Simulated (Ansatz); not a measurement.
# SiTe2 monolayer (1T) under uniaxial strain along the armchair direction, normal to a, with the width clamped, part 2 of 3

Aim: how do the optical modes of SiTe2 monolayer (1T) shift and split under this strain?

Ansatz 0.2.0; DFT PBEsol, scalar-relativistic, plane waves, PAW; PAW set soft_1.

So far: Starting point; Bringing the structure to rest.

## Step 3: Tight relaxation

Phonons need small forces and stress, so the relaxation is finished with tight tolerances on 15×15×1 k points.

File input.yaml:

```yaml
crystal:
  lattice:
    - [3.7393830388, 0.0, 0.0]
    - [-1.8696915194, 3.2384007061, 0.0]
    - [0.0, 0.0, 30.424]
  atoms:
    - { symbol: Si, position: [0.0, 0.0, 0.328687878] }
    - { symbol: Te, position: [0.3333333333, 0.6666666667, 0.3818254995] }
    - { symbol: Te, position: [0.6666666667, 0.3333333333, 0.2755502565] }
  periodic: [true, true, false]
kpoints:
  mp_grid: { grid: [15, 15, 1] }
hamiltonian:
  xc: pbesol
  pseudopotentials: { kind: paw, azcp: { folder: soft_1 }, xc_functional: pbe }
scf:
  occupations: { method: methfessel_paxton, width: 0.2 }
output:
  forces: true
  stress: true
  eigenvalues: true
  write_density: true
  write_potential: true
  elf: true
  volumetric_format: npy
relax:
  adjacent_minimum: "off"
  f_tol: 0.001
  max_steps: 60
  cell: { stress_2d_tol: 0.002 }
```

The run is started by

```bash
ansatz run input.yaml --threads 8 --pin off --max-ram 16384MiB --backend cpu --events-out ev --progress --plain --runs-dir out
```

Numbers of over 12 decimals in the logs are rounded to 6 here.

Output:

```text
[...]
Crystal: 3 atoms, lattice volume = 368.423 Å³
Basis set: ecut = 420 eV, 7265 PW (Γ), exchange–correlation on 50×50×432 points (8 copies of the dense FFT grid, shifted against one another)
Bands: 22, of which v1, the nominal top of the filled ones, is band 18 counted from 1 (17 counted from 0)
Symmetry: 12 space group operations
[...]
k-points: 27 of 225
[...]
° read free of the cell's end (the report's vacuum.weakly_bound_levels)
--- Relaxed structure (3 steps of the walk, 2 accepted, 1 SCFs on fresh bases) ---
[...]
cell:  # Å, volume = 368.4670 Å³
    - [3.739606, 0.0, 0]
    - [-1.869803, 3.238594, 0]
    - [0, 0, 30.424]
  atoms:
    - { symbol: Si, position: [0, 0, 0.328688] }
    - { symbol: Te, position: [0.333333, 0.666667, 0.381814] }
    - { symbol: Te, position: [0.666667, 0.333333, 0.275562] }
[key lines of the parts left out:]
SCF converged after 10 iterations
Free energy (F): -14424.566729 eV
Fermi energy:    -4.859965 eV
P = ½ c Tr σ = 0.0016 N/m
```

The job ended after 8.5 s (8 threads of Arm Neoverse V2, shared host; peak memory 0.93 GiB; 60 s of CPU time).

Little changed from the start: no atom moved by 0.005 Å and no cell edge by 0.1 %.

ELF in the ac plane at fractional y = 0.333, with atoms of Te within 0.2 Å of it. It is the smooth field of the valence electrons, not physical close to the nuclei.

Values, 24 rows by 14 columns, each cell a mean:
```
0.00 0.00 0.00 0.00 0.00 0.00 0.00 0.00 0.00 0.00 0.00 0.00 0.00 0.00
0.00 0.00 0.00 0.00 0.00 0.00 0.00 0.00 0.00 0.00 0.00 0.00 0.00 0.00
0.00 0.00 0.00 0.00 0.00 0.00 0.00 0.00 0.00 0.00 0.00 0.00 0.00 0.00
0.00 0.00 0.00 0.00 0.00 0.00 0.00 0.00 0.00 0.00 0.00 0.00 0.00 0.00
0.00 0.00 0.00 0.00 0.00 0.00 0.00 0.00 0.00 0.00 0.00 0.00 0.00 0.00
0.00 0.00 0.00 0.00 0.00 0.00 0.00 0.00 0.00 0.00 0.00 0.00 0.00 0.00
0.00 0.00 0.00 0.00 0.00 0.00 0.00 0.00 0.00 0.00 0.00 0.00 0.00 0.00
0.00 0.00 0.00 0.00 0.00 0.00 0.00 0.00 0.00 0.00 0.00 0.00 0.00 0.00
0.00 0.00 0.00 0.00 0.00 0.00 0.00 0.00 0.00 0.00 0.00 0.00 0.00 0.00
0.00 0.00 0.00 0.00 0.00 0.00 0.00 0.00 0.00 0.00 0.00 0.00 0.00 0.00
0.00 0.00 0.00 0.00 0.00 0.00 0.00 0.00 0.00 0.00 0.00 0.00 0.00 0.00
0.00 0.00 0.00 0.00 0.00 0.00 0.00 0.00 0.00 0.00 0.00 0.00 0.00 0.00
0.02 0.03 0.03 0.03 0.02 0.01 0.01 0.00 0.00 0.00 0.00 0.00 0.00 0.01
0.34 0.43 0.46 0.45 0.38 0.27 0.15 0.07 0.03 0.02 0.02 0.05 0.10 0.20
0.60 0.61 0.61 0.61 0.60 0.53 0.38 0.22 0.11 0.07 0.08 0.15 0.31 0.49
0.56 0.67 0.71 0.69 0.61 0.45 0.26 0.14 0.07 0.05 0.06 0.11 0.21 0.37
0.52 0.45 0.41 0.43 0.49 0.53 0.49 0.43 0.37 0.34 0.35 0.41 0.48 0.53
0.55 0.32 0.16 0.24 0.47 0.59 0.51 0.36 0.19 0.14 0.16 0.28 0.46 0.57
0.31 0.12 0.05 0.08 0.22 0.46 0.63 0.70 0.72 0.72 0.72 0.71 0.66 0.55
0.02 0.01 0.00 0.00 0.01 0.04 0.08 0.13 0.17 0.19 0.18 0.15 0.10 0.06
0.00 0.00 0.00 0.00 0.00 0.00 0.00 0.00 0.00 0.00 0.00 0.00 0.00 0.00
0.00 0.00 0.00 0.00 0.00 0.00 0.00 0.00 0.00 0.00 0.00 0.00 0.00 0.00
0.00 0.00 0.00 0.00 0.00 0.00 0.00 0.00 0.00 0.00 0.00 0.00 0.00 0.00
0.00 0.00 0.00 0.00 0.00 0.00 0.00 0.00 0.00 0.00 0.00 0.00 0.00 0.00
```
Columns run along a (3.7 Å), rows up along c (30.4 Å). Atoms in or near the plane, at fractional coordinates: Te at (0.67, 0.28).

Electrostatic potential energy in the ac plane at fractional y = 0.333, with atoms of Te within 0.2 Å of it. With pseudopotentials it is smooth inside the atoms' cores, unlike the true potential.

Values in eV, 24 rows by 14 columns, each cell a mean:
```
  0   0   0   0   0   0   0   0   0   0   0   0   0   0
  0   0   0   0   0   0   0   0   0   0   0   0   0   0
  0   0   0   0   0   0   0   0   0   0   0   0   0   0
  0   0   0   0   0   0   0   0   0   0   0   0   0   0
  0   0   0   0   0   0   0   0   0   0   0   0   0   0
  0   0   0   0   0   0   0   0   0   0   0   0   0   0
  0   0   0   0   0   0   0   0   0   0   0   0   0   0
  0   0   0   0   0   0   0   0   0   0   0   0   0   0
  0   0   0   0   0   0   0   0   0   0   0   0   0   0
  0   0   0   0   0   0   0   0   0   0   0   0   0   0
  0   0   0   0   0   0   0   0   0   0   0   0   0   0
  0   0   0   0   0   0   0   0   0   0   0   0   0   0
  0   0   0   0   0   0   0   0   0   0   0   0   0   0
 -1  -1  -1  -1  -1  -1  -1   0   0   0   0   0   0  -1
 -7  -9 -11 -10  -8  -5  -3  -2  -1  -1  -1  -2  -3  -4
 -6  -8  -9  -9  -7  -5  -3  -2  -2  -2  -2  -2  -3  -4
 -6  -6  -6  -6  -6  -6  -8  -9 -10 -10 -10 -10  -9  -7
 -6  -3  -2  -2  -4 -10 -13 -14  -9  -6  -7 -14 -14 -12
 -1  -1   0  -1  -1  -1  -2  -4  -5  -5  -5  -4  -3  -2
  0   0   0   0   0   0   0   0   0   0   0   0   0   0
  0   0   0   0   0   0   0   0   0   0   0   0   0   0
  0   0   0   0   0   0   0   0   0   0   0   0   0   0
  0   0   0   0   0   0   0   0   0   0   0   0   0   0
  0   0   0   0   0   0   0   0   0   0   0   0   0   0
```
Columns run along a (3.7 Å; values clipped at the 3rd and 97th percentile), rows up along c (30.4 Å). Atoms in or near the plane, at fractional coordinates: Te at (0.67, 0.28).

Valence density in the ac plane at fractional y = 0.333, with atoms of Te within 0.2 Å of it. It is the smooth field of the valence electrons, not physical close to the nuclei.

Ten steps, logarithmic in the rise over the least value, from '_' (0 e/Å³) to '@' (10 e/Å³), each cell a mean:
```
____________________________
____________________________
____________________________
____________________________
____________________________
____________________________
____________________________
____________________________
____________________________
____________________________
____________________________
____________________________
____________________________
____________________________
::------::::....______....::
::--------::......__......::
::::::::::::--==++**++==----
::......::--==##@@@@@@##++--
____________....::::::::....
____________________________
____________________________
____________________________
____________________________
____________________________
```
Columns run along a (3.7 Å), rows up along c (30.4 Å). Atoms in or near the plane, at fractional coordinates: Te at (0.67, 0.28).

The largest force component left is 0.16 meV/Å, within the tolerances set.

## Step 4: Zone-centre response at rest

The force constants come from the linear response of the density to a displacement.

The modes at rest are the reference of the series.

input.yaml, the sections that differ from step 3:

```yaml
crystal:
  lattice:
    - [3.7396058904, 0.0, 0.0]
    - [-1.8698029452, 3.2385937012, 0.0]
    - [0.0, 0.0, 30.424]
  atoms:
    - { symbol: Si, position: [0.0, 0.0, 0.328687878] }
    - { symbol: Te, position: [0.3333333333, 0.6666666667, 0.3818136201] }
    - { symbol: Te, position: [0.6666666667, 0.3333333333, 0.2755621359] }
  periodic: [true, true, false]
output:
  eigenvalues: true
phonons:
  method: dfpt
# kpoints, hamiltonian, scf: as in step 3
# relax: removed
```

Output:

```text
Warning: crystal.symmetry: narrowed to the stabiliser of the run's FFT grids — unitary ops 12 → 6. A phonons.method: dfpt run fills in the rows of the dynamical matrix that it does not solve by its symmetry operations, which is exact only for operations that map its FFT grids onto themselves: filled in by any other, the frequencies could depend on the order in which like atoms are typed, or, by more than the grids' own error, on where the crystal sits among the grids' points. Excluded: 6 operations. The run can therefore solve more perturbations, solve them on more k-points, or both, and cost more. [rest of the remark cut]
[...]
Crystal: 3 atoms, lattice volume = 368.467 Å³
Basis set: ecut = 420 eV, 7265 PW (Γ), exchange–correlation on 50×50×432 points (8 copies of the dense FFT grid, shifted against one another)
Bands: 22, of which v1, the nominal top of the filled ones, is band 18 counted from 1 (17 counted from 0)
Symmetry: 12 space group operations
k-points: 64 of 225 (irreducible under 2 space group operations, time reversal used)
[...]
SCF iter  10: F=-14424.566729 eV  HF=-14424.566729 eV  |F-HF|=5.46e-11  |Δ(HF+E_count)|=  7.13e-10  S|Δr|=    0.00e0  Δρ=7.17e-9  dr2=2.19e-13  ethr=1.00e-12  ⟨swp⟩=15.1  Hψ=11103  notcnv=0
SCF 1 converged in 10 iterations: F = -14424.566729 eV  dr2 = 2.19e-13
[...]
DFPT response loops at Γ: preconditioner auto → none (partly filled bands, converged f_vac=0.751); β = 0.50; Broyden in place of MSR1
SCF converged after 10 iterations
[...]
Free energy (F): -14424.566729 eV
[...]
Internal energy: -14424.566281 eV  (E = F + TS)
E sigma→0 (E₀):  -14424.566617 eV
Entropy (-TS):   -0.000447 eV (-0.149 meV/atom)
Fermi energy:    -4.859964 eV
[...]
--- Band table (eV; the first three rows and the last of 64) ---
  k-point 0: bands = [... 14 lower, -5.3600, -5.3600, -4.7730, -4.7730, -3.3429, -1.6592, -1.4910, -1.4910]
  k-point 1: bands = [... 14 lower, -6.0556, -5.6380, -5.0905, -4.6325, -2.9252, -1.7235 (-1.7235°), -1.4204, -1.2243]
  k-point 2: bands = [... 14 lower, -6.7500, -6.1105, -5.8748, -4.5621, -2.8143, -1.7509, -1.1867, -0.5988]
  k-point 63: bands = [... 14 lower, -8.8249, -7.9620, -6.9438, -5.7491, -3.6765, -1.8115, -0.3724, 0.2347]
  ° read free of the cell's end (the report's vacuum.weakly_bound_levels)
--- Phonons (Γ-DFPT): 6 representative perturbations + reference, on 64 of 225 k-points (Σ response iterations 22) ---
  ASR residual: 2.633e-5 → 0.000e0 eV/Å²; symmetrization residual: 1.152e-5 eV/Å²
  The last average, over the group as it would stand without the narrowing to the FFT grids, took up to 8.225e-7 eV/Å² of the zone centre's force constants
  ASR residual per site (eV/Å²): 2.16e-5 2.63e-5 2.45e-5
  Γ frequencies (cm⁻¹): 0.00 0.00 0.00 82.48 82.48 147.52 205.99 205.99 304.25
  non-analytic LO–TO correction: not included (Born effective charges unavailable; polar crystals: no LO–TO splitting at Γ)
```

Elapsed: 41 s, on 8 threads; peak memory 2 GiB; 5 min of CPU time.

This step gave:

```
sum-rule residual before enforcement                    : 2.63e-5 eV/Å²
point group                                             : -3m
highest optical mode at the zone centre (no LO-TO term) : 304.2 cm⁻¹
lowest optical zone-centre mode                         : 82.48 cm⁻¹
```

Patterns of degenerate modes are one choice out of their space. Modes at Γ, with each element's share of the kinetic energy:

| mode | frequency (cm⁻¹) | symmetry | Si % | Te % |
| --- | --- | --- | --- | --- |
| 1 | 0.0 | acoustic | 10 | 90 |
| 2 | 0.0 | acoustic | 10 | 90 |
| 3 | 0.0 | acoustic | 10 | 90 |
| 4 | 82.5 | Eg | 0 | 100 |
| 5 | 82.5 | Eg | 0 | 100 |
| 6 | 147.5 | A1g | 0 | 100 |
| 7 | 206.0 | Eu | 90 | 10 |
| 8 | 206.0 | Eu | 90 | 10 |
| 9 | 304.2 | A2u | 90 | 10 |

Displacements in mode 4 (82.5 cm⁻¹), the largest set to 1:
```
Si1  0.00  0.00  0.00
Te2  0.13  1.00  0.00
Te3 -0.13 -1.00  0.00
```

Displacements in mode 9 (304.2 cm⁻¹), the largest set to 1:
```
Si1  0.00  0.00  1.00
Te2  0.00  0.00 -0.11
Te3  0.00  0.00 -0.11
```

Before it was imposed, the acoustic sum rule was missed by 2.6e-5 eV/Å². Small misses are needed for a sound result but don't prove that mesh and cutoff are converged. The lowest optical mode is real, 82.5 cm⁻¹.

## Step 5: A member of the series: uniaxial strain of +5 % along the armchair direction, normal to a, with the width clamped

The cell takes a uniaxial strain of +5 % along the armchair direction, normal to a, with the width clamped. The cell is held, and the atoms relax in it.

input.yaml, the sections that differ from step 4:

```yaml
crystal:
  lattice:
    - [3.7396058904, 0.0, 0.0]
    - [-1.8698029452, 3.4005233863, 0.0]
    - [0.0, 0.0, 30.424]
  atoms:
    - { symbol: Si, position: [0.0, 0.0, 0.328687878] }
    - { symbol: Te, position: [0.3310789006, 0.6621578012, 0.3812006782] }
    - { symbol: Te, position: [0.6689210994, 0.3378421988, 0.2761750778] }
  periodic: [true, true, false]
output:
  forces: true
  stress: true
  eigenvalues: true
relax:
  adjacent_minimum: "off"
  f_tol: 0.001
  max_steps: 60
# kpoints, hamiltonian, scf: as in step 4
# phonons: removed
```

Output:

```text
[...]
--- Relaxed structure (5 steps of the walk, 4 accepted, 0 SCFs on fresh bases) ---
  F+E_penalty+E_count = -14424.52144042 eV   max|allowed force component| = 3.067e-5 eV/Å
  cell:  # Å, volume = 386.8904 Å³
    - [3.7396058904, 0.0, 0.0]
    - [-1.8698029452, 3.4005233863, 0.0]
    - [0.0, 0.0, 30.424]
  atoms:
    - { symbol: Si, position: [0.0, 0.0, 0.328687878] }
    - { symbol: Te, position: [0.330624, 0.661248, 0.381054] }
    - { symbol: Te, position: [0.669376, 0.338752, 0.276322] }
[key lines of the parts left out:]
SCF converged after 4 iterations
Free energy (F): -14424.521440 eV
Fermi energy:    -5.072826 eV
P = ½ c Tr σ = -2.0982 N/m
```

It took 21 s on 8 threads; peak memory 1.1 GiB.

Step by step:

| step | energy less that of the first step (eV) | largest force component (eV/Å) |
| --- | --- | --- |
| 1 | 0.0000 | 0.0423 |
| 2 | 0.0007 | 0.0944 |
| 3 | -0.0002 | 0.0035 |
| 4 | -0.0002 | 0.0011 |
| 5 | -0.0002 | 0.0000 |

Relaxation step 2 was tried and not accepted.

The run keeps the 4 symmetry operations that it works with, so distortions that break them were not tested.

Final coordinates:

```cif
data_structure
_symmetry_space_group_name_H-M 'P 1'
_symmetry_Int_Tables_number 1
_cell_length_a 3.7396
_cell_length_b 3.8807
_cell_length_c 30.4240
_cell_angle_alpha 90.000
_cell_angle_beta 90.000
_cell_angle_gamma 118.805
_cell_volume 386.89
loop_
_atom_site_label
_atom_site_type_symbol
_atom_site_fract_x
_atom_site_fract_y
_atom_site_fract_z
_atom_site_occupancy
Si1 Si 0.00000 0.00000 0.32869 1
Te2 Te 0.33062 0.66125 0.38105 1
Te3 Te 0.66938 0.33875 0.27632 1
```

Numbers from this step:

| Property | Result |
| --- | --- |
| area per atom | 4.239 Å² |

The largest force component left is 0.031 meV/Å.

## Step 6: Modes of this member: uniaxial strain of +5 % along the armchair direction, normal to a, with the width clamped

The zone-centre modes follow for uniaxial strain of +5 % along the armchair direction, normal to a, with the width clamped.

input.yaml, the sections that differ from step 5:

```yaml
crystal:
  lattice:
    - [3.7396058904, 0.0, 0.0]
    - [-1.8698029452, 3.4005233863, 0.0]
    - [0.0, 0.0, 30.424]
  atoms:
    - { symbol: Si, position: [0.0, 0.0, 0.328687878] }
    - { symbol: Te, position: [0.3306242286, 0.6612484572, 0.3810535779] }
    - { symbol: Te, position: [0.6693757714, 0.3387515428, 0.2763221781] }
  periodic: [true, true, false]
output:
  eigenvalues: true
phonons:
  method: dfpt
# kpoints, hamiltonian, scf: as in step 5
# relax: removed
```

Output:

```text
[...]
Crystal: 3 atoms, lattice volume = 386.890 Å³
Basis set: ecut = 420 eV, 7609 PW (Γ), exchange–correlation on 54×54×432 points (8 copies of the dense FFT grid, shifted against one another)
Bands: 22, of which v1, the nominal top of the filled ones, is band 18 counted from 1 (17 counted from 0)
Symmetry: 4 space group operations
k-points: 64 of 225 (irreducible under 2 space group operations, time reversal used)
[...]
SCF iter  11: F=-14424.521440 eV  HF=-14424.521440 eV  |F-HF|=1.82e-11  |Δ(HF+E_count)|=  3.11e-10  S|Δr|=    0.00e0  Δρ=1.05e-8  dr2=4.34e-13  ethr=1.00e-12  ⟨swp⟩=8.8  Hψ=7825  notcnv=0
SCF 1 converged in 11 iterations: F = -14424.521440 eV  dr2 = 4.34e-13
[...]
SCF converged after 11 iterations
[...]
Free energy (F): -14424.521440 eV
[...]
Internal energy: -14424.520736 eV  (E = F + TS)
E sigma→0 (E₀):  -14424.521264 eV
Entropy (-TS):   -0.000704 eV (-0.235 meV/atom)
Fermi energy:    -5.072826 eV
[...]
--- Band table (eV; the first three rows and the last of 64) ---
  k-point 0: bands = [... 14 lower, -5.8740, -5.5017, -5.3262, -4.9490, -3.8404, -2.4019, -1.7324, -1.6485]
  k-point 1: bands = [... 14 lower, -6.4754, -5.7399, -5.4712, -4.8110, -3.4559, -2.1659, -1.7481, -1.5842]
  k-point 2: bands = [... 14 lower, -6.6396, -6.1491, -6.0779, -4.6975, -3.1305, -2.0491, -1.3764, -1.1248]
  k-point 63: bands = [... 14 lower, -8.8453, -7.8499, -6.8840, -5.7782, -3.9801, -1.9875, -0.7394, -0.2625]
[...]
ASR residual: 3.152e-5 → 0.000e0 eV/Å²; symmetrization residual: 1.131e-5 eV/Å²
[...]
ASR residual per site (eV/Å²): 3.15e-5 2.60e-5 2.48e-5
  Γ frequencies (cm⁻¹): 0.00 0.00 0.00 68.87 82.57 143.56 187.39 211.13 301.09
[...]
```

The job ended after 68 s (8 threads; peak memory 2.2 GiB; 8.1 min of CPU time).

This step gave:

| Quantity | Value |
| --- | --- |
| sum-rule residual before enforcement | 3.15e-5 eV/Å² |
| point group | 2/m |
| highest optical mode at the zone centre (no LO-TO term) | 301.1 cm⁻¹ |
| lowest optical zone-centre mode | 68.87 cm⁻¹ |

Patterns of degenerate modes are one choice out of their space. The modes at Γ (shares of kinetic energy by element, %):

| mode | frequency (cm⁻¹) | symmetry | Si % | Te % |
| --- | --- | --- | --- | --- |
| 1 | 0.0 | acoustic | 10 | 90 |
| 2 | 0.0 | acoustic | 10 | 90 |
| 3 | 0.0 | acoustic | 10 | 90 |
| 4 | 68.9 | Bg | 0 | 100 |
| 5 | 82.6 | Ag | 0 | 100 |
| 6 | 143.6 | Ag | 0 | 100 |
| 7 | 187.4 | Bu | 90 | 10 |
| 8 | 211.1 | Au | 90 | 10 |
| 9 | 301.1 | Bu | 90 | 10 |

Displacements in mode 4 (68.9 cm⁻¹), the largest set to 1:
```
Si1  0.00  0.00  0.00
Te2  1.00  0.00  0.00
Te3 -1.00  0.00  0.00
```

Displacements in mode 6 (143.6 cm⁻¹), the largest set to 1:
```
Si1  0.00  0.00  0.00
Te2  0.00  0.04 -1.00
Te3  0.00 -0.04  1.00
```

The lowest optical mode is real, 68.9 cm⁻¹, and the highest lies at 301.1 cm⁻¹.

## Step 7: Relaxation of a member: uniaxial strain of -3 % along the armchair direction, normal to a, with the width clamped

The cell takes a uniaxial strain of -3 % along the armchair direction, normal to a, with the width clamped. The cell is held, and the atoms relax in it.

input.yaml, the sections that differ from step 6:

```yaml
crystal:
  lattice:
    - [3.7396058904, 0.0, 0.0]
    - [-1.8698029452, 3.1414358902, 0.0]
    - [0.0, 0.0, 30.424]
  atoms:
    - { symbol: Si, position: [0.0, 0.0, 0.328687878] }
    - { symbol: Te, position: [0.3356285668, 0.6712571336, 0.3820984895] }
    - { symbol: Te, position: [0.6643714332, 0.3287428664, 0.2752772665] }
  periodic: [true, true, false]
output:
  forces: true
  stress: true
  eigenvalues: true
relax:
  adjacent_minimum: "off"
  f_tol: 0.001
  max_steps: 60
# kpoints, hamiltonian, scf: as in step 6
# phonons: removed
```

Output:

```text
[...]
Crystal: 3 atoms, lattice volume = 357.413 Å³
Basis set: ecut = 420 eV, 6961 PW (Γ), exchange–correlation on 50×50×432 points (8 copies of the dense FFT grid, shifted against one another)
Bands: 22, of which v1, the nominal top of the filled ones, is band 18 counted from 1 (17 counted from 0)
Symmetry: 4 space group operations
[...]
--- Relaxed structure (5 steps of the walk, 4 accepted, 0 SCFs on fresh bases) ---
  F+E_penalty+E_count = -14424.54593467 eV   max|allowed force component| = 5.355e-4 eV/Å
  cell:  # Å, volume = 357.4130 Å³
    - [3.7396058904, 0.0, 0.0]
    - [-1.8698029452, 3.1414358902, 0.0]
    - [0.0, 0.0, 30.424]
  atoms:
    - { symbol: Si, position: [0.0, 0.0, 0.328688] }
    - { symbol: Te, position: [0.337213, 0.674427, 0.382235] }
    - { symbol: Te, position: [0.662787, 0.325573, 0.275140] }
[key lines of the parts left out:]
SCF converged after 3 iterations
Free energy (F): -14424.545935 eV
Fermi energy:    -4.679578 eV
P = ½ c Tr σ = 1.6309 N/m
```

The job ended after 19 s (8 threads; peak memory 1 GiB).

(Continued in part 3 of 3.)

[Logs are printed without paths, hosts, clocks, repeated set-up lines and the standing remarks that a program may print on its own settings, such as how far it seeks lower states.]

[Hosts, paths, dates, database ids (printed as entryN), source tags and the programs' standing remarks are cut or masked in the printed files.]
